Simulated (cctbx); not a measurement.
# Lattice, Laue class and space group of a new crystal

Cell: a = 10.0350 Å, b = 8.0480 Å, c = 10.5460 Å, α = 90.00°, β = 90.00°, γ = 90.00°. Expected content of the cell: Tl12 Dy4 In8 Y8.

The data are simulated with cctbx, not measured: Mo Kα, λ = 0.71073 Å, to d = 0.84 Å, 95 % of the full sphere, strongest reflection 5000 counts, noise from counting, a 2 % proportional error and a noise floor of 2 counts (s.d.); no absorption.

A first pass over the reflections prints:

```text
5700 reflections to d = 0.840 A
centring   violations  <I/sigma> of those
    A       1020 of  2855      5.2
    B       1020 of  2862      5.2
    C          0 of  2831      0.0
    I       1035 of  2854      4.9
    R       1361 of  3798      5.2
    F       1020 of  4274      3.5
Laue class    unique    Rint  (classes that these axes allow; Friedel mates merged)
C 1 2/m 1         813   0.038
C 2/m 1 1         803   0.037
C m m m           456   0.040
space group    extra absences  I>4sigma  <I/sigma>
C 2 2 21               12          0       0.3  acentric
C 2 2 2                 0          0         -  acentric
C m m 2                 0          0         -  acentric
C m c 21              107          0      -0.0  acentric
C 2 m m                 0          0         -  acentric
C m 2 m                 0          0         -  acentric
C 2 c m               107          0      -0.0  acentric
C m c m               107          0      -0.0  centric
C m m m                 0          0         -  centric
Wilson B = 0.50 A^2   <|E^2-1|> = 0.942 (0.968 centric, 0.736 acentric)   E^2>4: 3.2 %
shell (A)         n   <I/sigma>
10.55 - 1.68     66     23.3
 1.68 - 1.33     59     33.7
 1.33 - 1.16     63     23.7
 1.16 - 1.06     51     19.9
 1.06 - 0.98     56     24.3
 0.98 - 0.92     52     26.4
 0.92 - 0.88     56     20.9
 0.88 - 0.84     53     18.0
```

**Question.** What are the lattice type, the Laue class and the likely space group?

The reflections that C centring forbids are absent (⟨I/σ⟩ near 0), so the lattice is C.

Rint stays low (0.037 to 0.040) up to C m m m, the highest class in these axes.

9 settings pass the absence test. The most absences obeyed, 107, belong to C m c 21, C 2 c m and C m c m, which absences can't tell apart.

⟨|E²−1|⟩ = 0.942 leans to a centrosymmetric structure. The Wilson B of 0.50 Å² means U ≈ 0.0063 Å².

The true group is Cmcm (no. 63), Laue class mmm, centrosymmetric. The tables only narrow the choice to the tied entries; cell content, site symmetry and trial solutions must settle it.

The model was made for the exercise: a known structure type with other elements put in, its volume estimated, not relaxed; displacement parameters are assumed.

[Logs are printed without paths, hosts, clocks, repeated set-up lines and the standing remarks that a program may print on its own settings, such as how far it seeks lower states.]
